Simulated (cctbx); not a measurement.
# Diagnosing a refinement

Cell a = 6.9390 Å, b = 6.9390 Å, c = 10.0700 Å, α = 90.00°, β = 90.00°, γ = 90.00°; space group I-42m (no. 121).

Simulated single-crystal data (cctbx): Mo Kα, λ = 0.71073 Å, to d = 0.75 Å, 50 % of the full sphere, strongest reflection 70000 counts, noise from counting, a 1.5 % proportional error and a noise floor of 4 counts (s.d.); no absorption.

An anisotropic refinement with weights 1/σ² prints:

```text
Rint 0.013, 70 unique reflections to 1.31 A
cycle     R1     wR2    GooF  max shift (A)
   1  0.0057  0.0153   1.469   0.00039
   2  0.0043  0.0094   0.899   0.00000
final R1 0.0043 wR2 0.0094 GooF 0.899  parameters 17  data/parameter 4.1
atom        x        y        z      Ueq    occ   su(xyz)  su(Uiso or U11)
Bi1    0.50000  0.50000  0.00000   0.0088  1.000  0.00000  0.0003
Sn1    0.00000  0.50000  0.00000   0.0133  1.000  0.00000  0.0006
Sn2    0.67028  0.32972  0.29832   0.0088  1.000  0.00006  0.0003
Ru1    0.32919  0.32919  0.42129   0.0100  1.000  0.00006  0.0004
difference map: max 0.11 min -0.14 rms 0.04
Q1    0.0179  0.2389  0.2611   16    0.11  1.30 A from Sn2
Q2    0.1422  0.3436  0.4824   16    0.09  1.44 A from Ru1
Q3    0.0000  0.5000  0.1820    8    0.08  1.83 A from Sn1
Q4    0.0800  0.2219  0.0367   16    0.07  1.37 A from Ru1
Q5    0.0000  0.1667  0.3438   16    0.07  1.86 A from Sn2
Q6    0.1282  0.1282  0.0310    8    0.05  1.18 A from Ru1
```

**Question.** Can this result stand? If not, what is the likely fault?

Mend it. The fault: data cut at low resolution. Against the right model at the same level, R1 goes from 0.0051 to 0.0043 and GooF from 0.94 to 0.90. The atoms are right, but there are too few data for the parameters: R1 flatters and the s.u.s grow. Data per parameter fall from 20 to 4.1.

The compound is Sn6BiRu4. The right model at the same level gives:

```text
Rint 0.014, 340 unique reflections to 0.75 A
cycle     R1     wR2    GooF  max shift (A)
   1  0.0112  0.0308   2.402   0.00065
   2  0.0051  0.0120   0.935   0.00000
final R1 0.0051 wR2 0.0120 GooF 0.935  parameters 17  data/parameter 20.0
atom        x        y        z      Ueq    occ   su(xyz)  su(Uiso or U11)
Bi1    0.50000  0.50000  0.00000   0.0089  1.000  0.00000  0.0001
Sn1    0.00000  0.50000  0.00000   0.0131  1.000  0.00000  0.0001
Sn2    0.67032  0.32968  0.29831   0.0089  1.000  0.00002  0.0001
Ru1    0.32928  0.32928  0.42128   0.0100  1.000  0.00002  0.0001
Flack x: -0.0021(15)
Hooft y: -0.002(3)  Bijvoet pairs: 132
difference map: max 0.22 min -0.24 rms 0.07
Q1    0.9972  0.2587  0.2447   16    0.22  1.42 A from Sn2
Q2    0.9885  0.1902  0.1835   16    0.20  1.28 A from Sn2
Q3    0.0858  0.0858  0.2914    8    0.20  1.23 A from Sn2
Q4    0.0991  0.3375  0.9300   16    0.19  1.26 A from Ru1
Q5    0.0000  0.0000  0.4355    4    0.18  0.65 A from Bi1
Q6    0.0559  0.0559  0.3745    8    0.18  1.38 A from Bi1
```

The model is made up (kin elements in a known structure type, no relaxation), so it says nothing on whether the phase exists.

[Middle refinement cycles are left out of these outputs.]

[Logs are printed without paths, hosts, clocks, repeated set-up lines and the standing remarks that a program may print on its own settings, such as how far it seeks lower states.]
